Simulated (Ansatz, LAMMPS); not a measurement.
## Finding the fault: glassy nearly rigid carbon at 4800 K (160 atoms)

Program: Ansatz 0.2.0. The cell: 160 C.

File input.yaml:

```yaml
crystal:
  lattice:
    - [12.3406, 0.0, 0.0]
    - [0.0, 12.3406, 0.0]
    - [0.0, 0.0, 12.3406]
  atoms:
    - { symbol: C, position: [0.29981, 0.7761, 0.6719] }
    - { symbol: C, position: [0.81866, 0.8757, 0.05278] }
    - { symbol: C, position: [0.72254, 0.91561, 0.70537] }
    - { symbol: C, position: [0.62723, 0.95414, 0.66499] }
    - { symbol: C, position: [0.8809, 0.06786, 0.47996] }
    - { symbol: C, position: [0.16032, 0.14599, 0.17961] }
    - { symbol: C, position: [0.47616, 0.37511, 0.73154] }
    - { symbol: C, position: [0.86015, 0.19677, 0.04813] }
    - { symbol: C, position: [0.32605, 0.56029, 0.02505] }
    - { symbol: C, position: [0.53627, 0.62951, 0.81831] }
    - { symbol: C, position: [0.59866, 0.13765, 0.65134] }
    - { symbol: C, position: [0.81224, 0.18294, 0.14908] }
    - { symbol: C, position: [0.79306, 0.82197, 0.93189] }
    - { symbol: C, position: [0.16147, 0.77512, 0.3507] }
    - { symbol: C, position: [0.51041, 0.2274, 0.48159] }
    - { symbol: C, position: [0.09179, 0.73942, 0.65535] }
    - { symbol: C, position: [0.91605, 0.30225, 0.84109] }
    - { symbol: C, position: [0.75352, 0.79935, 0.11833] }
    [... 136 atom lines left out ...]
    - { symbol: C, position: [0.42276, 0.79444, 0.27531] }
    - { symbol: C, position: [0.3301, 0.22558, 0.74841] }
    - { symbol: C, position: [0.27786, 0.34572, 0.59238] }
    - { symbol: C, position: [0.04185, 0.2871, 0.12958] }
    - { symbol: C, position: [0.34711, 0.31235, 0.68251] }
    - { symbol: C, position: [0.67142, 0.8624, 0.44647] }
kpoints:
  mp_grid: { grid: [1, 1, 1] }
hamiltonian:
  xc: pbe
scf:
  occupations: { method: fermi_dirac, width: 0.3 }
  n_extra_bands: 0
  max_iter: 50
output:
  forces: true
```

Launch:

```sh
$ ansatz run input.yaml --threads 4 --pin off --max-ram 8192MiB --backend cpu --events-out ev --progress --plain --runs-dir out
```

Log:

```text
Error: inconsistent input (scf.n_extra_bands, scf.occupations.method): n_bands = 320 leaves no empty band above the 320 bands per channel that the deck's 640 electrons occupy, and the occupations search for the Fermi level (a smearing at a finite width, or tetrahedra): [...]
```

It took 0.05 s on 4 threads of Arm Neoverse V1, shared host; peak memory 0.062 GiB.

Q: Name the fault and the fix.

Too few bands: scf.n_extra_bands = 0 and scf.occupations.width = 0.3.

The fix is to take out scf.n_extra_bands.

The program refused it before any cycle.

[Logs are printed without paths, hosts, clocks, repeated set-up lines and the standing remarks that a program may print on its own settings, such as how far it seeks lower states.]

[Hosts, paths, dates, database ids (printed as entryN), source tags and the programs' standing remarks are cut or masked in the printed files.]
